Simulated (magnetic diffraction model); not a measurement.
# Moment size from magnetic intensity in FeBiS₄

Space group Pna2_1 (no. 33), a = 7.2320 Å, b = 12.1630 Å, c = 6.7570 Å.

| site | atom | x | y | z |
| --- | --- | --- | --- | --- |
| 4a | Bi | 0.4012 | 0.3695 | 0.2453 |
| 4a | Fe | 0.9184 | 0.6207 | 0.2490 |
| 4a | S | 0.8614 | 0.5151 | 0.5896 |
| 4a | S | 0.6304 | 0.5100 | 0.0923 |
| 4a | S | 1/8 | 0.2627 | 0.4153 |
| 4a | S | 0.3591 | 0.2568 | 0.9276 |

The compound is invented for this exercise: a known structure type with other elements, its cell scaled to their sizes and not relaxed.

Only Fe is taken to order (form factors of Fe3+); orders and moment sizes are assumed, and not adapted to the symmetry. Radiation: neutrons of λ = 2.36 Å, 8° to 40°; isotropic B of 0.45 Å² (Bi), 0.71 Å² (Fe) and 0.79 Å² (S). Simulated constant-wavelength pattern: nuclear and magnetic terms add, the magnetic one as |2.695 fm × Σ f S⊥ exp(2πi Q·r) exp(−B s²)|², summed over all Q at one angle with the factor 1/(sin²θ cos θ). For collinear order S is the moment m, which repeats by lattice and centring translations R with the sign exp(−2πi k·R). Free-ion form factors, Sears's scattering lengths of 1992, no absorption; a label names one of the reflections at its angle. The strongest nuclear line in the range is 100, and lines under 0.2 are left out.

In a first state the assumed order is k = (0 1/2 0), collinear moments along [001], 4.05 μB on Fe; signs + at (0.9184, 0.6207, 0.2490), + at (0.0816, 0.3793, 0.7490), + at (0.5816, 0.1207, 0.7490), + at (0.4184, 0.8793, 0.2490), with this pattern:

```
2θ (°)      index  nuclear  magnetic
 16.73  (0 3/2 0)      0.0       3.4
 19.60  (1 1/2 0)      0.0       6.4
 20.89  (0 1/2 1)      0.0       2.2
 21.89    (1 1 0)      0.9       0.0
 25.26  (1 3/2 0)      0.0      20.8
 26.28  (0 3/2 1)      0.0       1.1
 28.07  (0 5/2 0)      0.0       1.8
 28.23  (1 1/2 1)      0.0       2.8
 29.37    (1 2 0)     39.6       0.0
 32.50  (1 3/2 1)      0.0      14.3
 33.99  (1 5/2 0)      0.0       9.6
 34.78  (0 5/2 1)      0.0       1.5
 35.86    (1 2 1)    100.0       0.0
 38.09    (2 0 0)      4.3       0.0
 38.53  (2 1/2 0)      0.0       7.5
 39.68    (0 3 1)      0.7       0.0
```
(The table stops after 16 lines; 2 more lie at higher angle.)

**Question.** Nearer the ordering temperature the line at 25.26° has total intensity 10.2 on the same scale, and all moments have shrunk alike. How large is the Fe moment?

The nuclear part, 0.0, stays, so the magnetic part is 10.2 against 20.8. It goes as m², so m = 4.05 × √(10.2/20.8) = 2.84 μB; the value used was 2.83 μB.

[Logs are printed without paths, hosts, clocks, repeated set-up lines and the standing remarks that a program may print on its own settings, such as how far it seeks lower states.]
